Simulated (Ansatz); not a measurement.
# A hypothetical structure for NaFe6Pd, part 2 of 2

This structure for NaFe6Pd is made up. Its elements were placed in a known structure type with a cell scaled to their sizes. What cell does the guess relax to, and how far off was it?

Ansatz 0.2.0; DFT, PBEsol, plane-wave PAW, files of the set soft_1, scalar-relativistic, ferromagnetic start, cell and ions relaxed at zero pressure; PAW set soft_1 (the session's first sound run).

So far: Set-up; Relaxing cell and atoms. The relaxed cell has a = 7.394 Å (conventional setting).

### Step 3. Electronic structure of the relaxed cell

A second self-consistent run takes a narrower smearing and the mesh shown in its input; the bands follow along the standard path of the relaxed lattice.

This step: DFT, PBEsol, plane-wave PAW, files of the set soft_1, scalar-relativistic, ferromagnetic start, bands and density of states at the relaxed cell; PAW set soft_1 (Ansatz 0.2.0).

File input.yaml:

```yaml
crystal:
  lattice:
    - [0.0, 3.6970850942, 3.6970850942]
    - [3.6970850942, 0.0, 3.6970850942]
    - [3.6970850942, 3.6970850942, 0.0]
  atoms:
    - { symbol: Pd, position: [0.5, 0.5, 0.5] }
    - { symbol: Fe, position: [0.5, 0.0, 0.0], spin: 2.6 }
    - { symbol: Fe, position: [0.0, 0.5, 0.0], spin: 2.6 }
    - { symbol: Fe, position: [0.5, 0.5, 0.0], spin: 2.6 }
    - { symbol: Fe, position: [0.0, 0.5, 0.5], spin: 2.6 }
    - { symbol: Fe, position: [0.5, 0.0, 0.5], spin: 2.6 }
    - { symbol: Fe, position: [0.0, 0.0, 0.5], spin: 2.6 }
    - { symbol: Na, position: [0.0, 0.0, 0.0] }
magnetization:
  spin_polarized: true
kpoints:
  mp_grid: { grid: [8, 8, 8] }
  band_path:
    path:
      - [[0.0, 0.0, 0.0], [0.5, 0.0, 0.5], [0.5, 0.25, 0.75], [0.375, 0.375, 0.75], [0.0, 0.0, 0.0], [0.5, 0.5, 0.5], [0.625, 0.25, 0.625], [0.5, 0.25, 0.75], [0.5, 0.5, 0.5], [0.375, 0.375, 0.75]]
      - [[0.625, 0.25, 0.625], [0.5, 0.0, 0.5]]
    npoints: 8
scf:
  occupations: { method: fermi_dirac, width: 0.03 }
  n_extra_bands: 20
hamiltonian:
  xc: pbesol
  pseudopotentials: { kind: paw, azcp: { folder: soft_1 }, xc_functional: pbe }
output:
  forces: true
  stress: true
  write_bands: true
  dos: { projected: true }
  write_density: true
  write_potential: true
  elf: true
  volumetric_format: npy
```

Started as:

```sh
> ansatz run input.yaml --threads 4 --pin off --max-ram 10240MiB --backend cpu --events-out ev --progress --plain --runs-dir out
```

Numbers of over 12 decimals in the logs are rounded to 6 here.

The log of the run:

```text
Warning: the band count 82 (scf.n_extra_bands) hosts the net moment |M| = 15.6000 μB (N_el = 123) but caps the reachable moment at 2·n_bands − N_el = 41.0000 μB, below the 84 bands that the automatic rule leaves for it — a moment growing past the seed, or the majority channel's smearing tail, pins there with fewer empty majority states than that count leaves; raise or omit scf.n_extra_bands unless the cap is intended
[...]
Crystal: 8 atoms, lattice volume = 101.067 Å³
Basis set: ecut = 420 eV, 1989 PW (Γ), exchange–correlation on 72×72×72 points (8 copies of the dense FFT grid, shifted against one another)
Bands: 82, of which v1, the nominal top of the filled ones, is band 62 counted from 1 (61 counted from 0)
Symmetry: 48 space group operations
[...]
k-points: 29 of 512
[...]
Starting moments: Σ|m| = 15.6 μB on 6 of 8 sites
[...]
SCF iter   1: F=—  HF=-35093.537467 eV  |F-HF|=—  |Δ(HF+E_count)|=         —  Δρ=2.04e-1 (↑2.04e-1 ↓2.04e-1)  dr2=3.05e2  dr2_m=4.38e0  M=9.183 μB ∫|m|=10.494 μB  β_m=0.30  ethr=3.10e-3  ⟨swp⟩=5.0  Hψ=14801  notcnv=0  defer=37
[...]
SCF iter  15: F=-35071.820738 eV  HF=-35071.820738 eV  |F-HF|=3.92e-8  |Δ(HF+E_count)|=  9.53e-10  Δρ=3.31e-6 (↑2.09e-6 ↓3.31e-6)  dr2=4.16e-8  dr2_m=4.05e-10  M=15.647 μB ∫|m|=16.358 μB  ethr=1.59e-11  ⟨swp⟩=12.0  Hψ=31186  notcnv=0
SCF 1 converged in 15 iterations: F = -35071.820738 eV  dr2 = 4.16e-8
[...]
NSCF: frozen V_eff on 82 k-points
SCF converged after 15 iterations
Magnetization: 15.6471 μB (69.3236 up, 53.6764 down)
Absolute magnetization: 16.3594 μB (∫|ρ↑−ρ↓|, with the PAW one-centre terms)
[...]
Per-site moments (μB) at R_I (Å): [(0.258443, 1.078372), (2.602920, 1.078372), (2.602920, 1.078372), (2.602920, 1.078372), (2.602920, 1.078372), (2.602920, 1.078372), (2.602920, 1.078372), (-0.044200, 1.078372)]
Free energy (F): -35071.820738 eV
[...]
Internal energy: -35071.799023 eV  (E = F + TS)
E sigma→0 (E₀):  -35071.809881 eV
Entropy (-TS):   -0.021715 eV (-2.714 meV/atom)
Fermi energy:    16.230610 eV
[...]
--- Stress (GPa, compression-positive) ---
       -0.842486       0.000000      -0.000000
        0.000000      -0.842486      -0.000000
        0.000000      -0.000000      -0.842486
  P = ⅓ Tr σ = -0.8425 GPa (-8.425 kbar)
--- Band table (eV; the first three rows and the last of 58) ---
  k-point 0 ↑: bands = [... 58 lower, 15.6366, 15.7168, 15.7168, 15.7168, 15.8198, 15.8198, 15.8198, 15.8684, ... 16 higher]
  k-point 1 ↑: bands = [... 58 lower, 15.2123, 15.4909, 15.6057, 15.6057, 15.6670, 15.7025, 15.7025, 15.7210, ... 16 higher]
  k-point 2 ↑: bands = [... 58 lower, 14.9266, 14.9266, 15.1938, 15.1938, 15.2955, 15.3957, 15.3957, 15.7336, ... 16 higher]
  k-point 28 ↓: bands = [... 58 lower, 17.0955, 17.0955, 17.1488, 17.3148, 17.3148, 17.5316, 17.5316, 17.8622, ... 16 higher]
```

Run time: 21 s. Hardware: 4 threads of AMD EPYC 7B13 (Zen 3), shared host; peak memory 0.95 GiB; 77 s of CPU time.

The column dr2 measures how far the density is from self-consistency, as an energy; F and HF (Harris–Foulkes) agree once it is small.

Numbers from this step:

| Quantity | Value |
| --- | --- |
| free energy | -35071.8207 eV |
| energy at zero smearing | -35071.8099 eV |
| smearing term TS | 0.02171 eV |
| magnetization | 15.65 μB |
| absolute magnetization | 16.36 μB |
| site moments | 0.2584, 2.603, 2.603, 2.603, 2.603, 2.603, 2.603, -0.04420 μB |
| pressure | -0.8425 GPa |

From bands.tsv, the bands that come nearest the Fermi level along the path, at its corners, in eV from the Fermi level:

```tsv
point	band_68_up	band_69_up	band_70_up	band_51_dn	band_52_dn	band_53_dn	band_54_dn	band_55_dn
Γ	-0.22	0.21	0.21	-0.13	0.41	0.41	0.41	0.93
X	-0.22	0.78	1.21	-0.33	-0.33	0.36	0.41	0.41
W	-0.49	-0.49	-0.29	-0.48	-0.34	0.14	0.33	0.37
K	-0.44	-0.43	1.11	-0.64	-0.30	0.14	0.19	0.34
Γ	-0.22	0.21	0.21	-0.13	0.41	0.41	0.41	0.93
L	-0.42	1.62	1.96	-0.32	-0.32	-0.25	-0.25	0.15
U	-0.44	-0.43	1.11	-0.64	-0.30	0.14	0.19	0.34
W	-0.49	-0.49	-0.29	-0.48	-0.34	0.14	0.33	0.37
L	-0.42	1.62	1.96	-0.32	-0.32	-0.25	-0.25	0.15
K	-0.44	-0.43	1.11	-0.64	-0.30	0.14	0.19	0.34
U	-0.44	-0.43	1.11	-0.64	-0.30	0.14	0.19	0.34
X	-0.22	0.78	1.21	-0.33	-0.33	0.36	0.41	0.41
```

Spin density in the ac plane of the conventional cell at fractional y = 0.000, with atoms of Pd and Fe and Na within 0.2 Å of it.

Ten even steps from '0' (0.0 e/Å³) to '9' (4.8 e/Å³), each cell a mean:
```
000000000000000000000
000000000000000000000
000000000000000000000
000012100000000221000
000158410000002772000
000158510000002772000
000013100000001220000
000000000000000000000
000000000000000000000
000000000000000000000
000000000000000000000
000000000000000000000
000000000000000000000
000001000000000110000
000035300000001541000
000159510000003882000
000035300000001551000
000001000000000110000
000000000000000000000
000000000000000000000
000000000000000000000
```
Columns run along a (7.4 Å), rows up along c (7.4 Å), edges of the conventional cell, whose origin can differ from the input's. Atoms in or near the plane, at fractional coordinates: Pd at (0.50, 0.00), Pd at (0.00, 0.50), Fe at (0.25, 0.25), Fe at (0.75, 0.75), Fe at (0.75, 0.25), Fe at (0.25, 0.75), Na at (0.00, 0.00), Na at (0.50, 0.50).

Valence density in the ac plane of the conventional cell at fractional y = 0.000, with atoms of Pd and Fe and Na within 0.2 Å of it. It is the smooth field of the valence electrons, not physical close to the nuclei.

Values in e/Å³, 11 rows by 16 columns, each cell a mean:
```
 8  1  0  0  0  0  2  7  9  3  0  0  0  0  0  5
 0  0  0  2  2  1  0  1  1  0  0  2  2  1  0  0
 0  0  2 15 21  4  0  0  0  0  2 15 21  4  0  0
 0  0  1  4  6  1  0  0  0  0  1  4  6  1  0  0
 6  2  0  0  0  0  0  2  4  1  0  0  0  0  1  4
14  5  1  0  0  0  1 10 16  2  0  0  0  0  2 11
 3  1  0  0  0  0  0  1  1  0  0  0  0  0  1  2
 0  0  1  8 11  2  0  0  0  0  1  8 11  2  0  0
 0  0  1 12 17  4  0  0  0  0  1 12 17  4  0  0
 0  0  0  1  1  0  0  1  1  1  0  1  1  0  0  0
12  2  0  0  0  0  2  9 12  4  1  0  0  0  1  8
```
Columns run along a (7.4 Å), rows up along c (7.4 Å), edges of the conventional cell, whose origin can differ from the input's. Atoms in or near the plane, at fractional coordinates: Pd at (0.50, 0.00), Pd at (0.00, 0.50), Fe at (0.25, 0.25), Fe at (0.75, 0.75), Fe at (0.75, 0.25), Fe at (0.25, 0.75), Na at (0.00, 0.00), Na at (0.50, 0.50).

Electrostatic potential energy in the ac plane of the conventional cell at fractional y = 0.000, with atoms of Pd and Fe and Na within 0.2 Å of it. With pseudopotentials it is smooth inside the atoms' cores, unlike the true potential.

Ten even steps from '0' (-56 eV) to '9' (19 eV), each cell a mean:
```
038999996201489999961
579999998534699999986
999987899878998778999
999743479999985335899
998521259999973113799
998521259999973113799
999743479999985335899
889987899999998778998
358999999756899999964
026999998301699999841
016999998200599999730
137999999523799999852
578998999988999999986
999865689999997557999
999632369999984224899
998521258999973113799
999632369999984224899
999865689999997557999
899998998766899889998
269999997312589999973
028999995100389999950
```
Columns run along a (7.4 Å; values clipped at the 3rd and 97th percentile), rows up along c (7.4 Å), edges of the conventional cell, whose origin can differ from the input's. Atoms in or near the plane, at fractional coordinates: Pd at (0.50, 0.00), Pd at (0.00, 0.50), Fe at (0.25, 0.25), Fe at (0.75, 0.75), Fe at (0.75, 0.25), Fe at (0.25, 0.75), Na at (0.00, 0.00), Na at (0.50, 0.50).

### Step 4. Outcome

- space group, relaxed: Fm-3m
- conventional cell: a = 7.394, b = 7.394, c = 7.394 Å; α = 90.0°, β = 90.0°, γ = 90.0°
- volume per atom: 12.63 Å³ (guess 14.98)
- total moment: 15.92 μB in the cell of 8 atoms

NaFe6Pd relaxes to Fm-3m with a = 7.394, b = 7.394 and c = 7.394 Å. The guessed volume was 19 % too large. The space group Fm-3m was held in the relaxation, so the end point is a stationary structure within it and may be a saddle against distortions or other arrangements. The input starts from parallel moments, and no other start was typed. Bands cross the Fermi level, so it is a metal or semimetal at this level. On the 8×8×8 mesh with the narrower smearing (relaxed on 6×6×6) the forces vanish, as symmetry may demand, and the largest stress component is 0.842 GPa, against the relaxation's thresholds of 0.015 eV/Å and 0.05 GPa. The cutoff wasn't tested. No dispersion term is used, so weakly bound directions may come out too long. Nothing here tests whether the compound is stable against decomposition.

[Logs are printed without paths, hosts, clocks, repeated set-up lines and the standing remarks that a program may print on its own settings, such as how far it seeks lower states.]

[Hosts, paths, dates, database ids (printed as entryN), source tags and the programs' standing remarks are cut or masked in the printed files.]
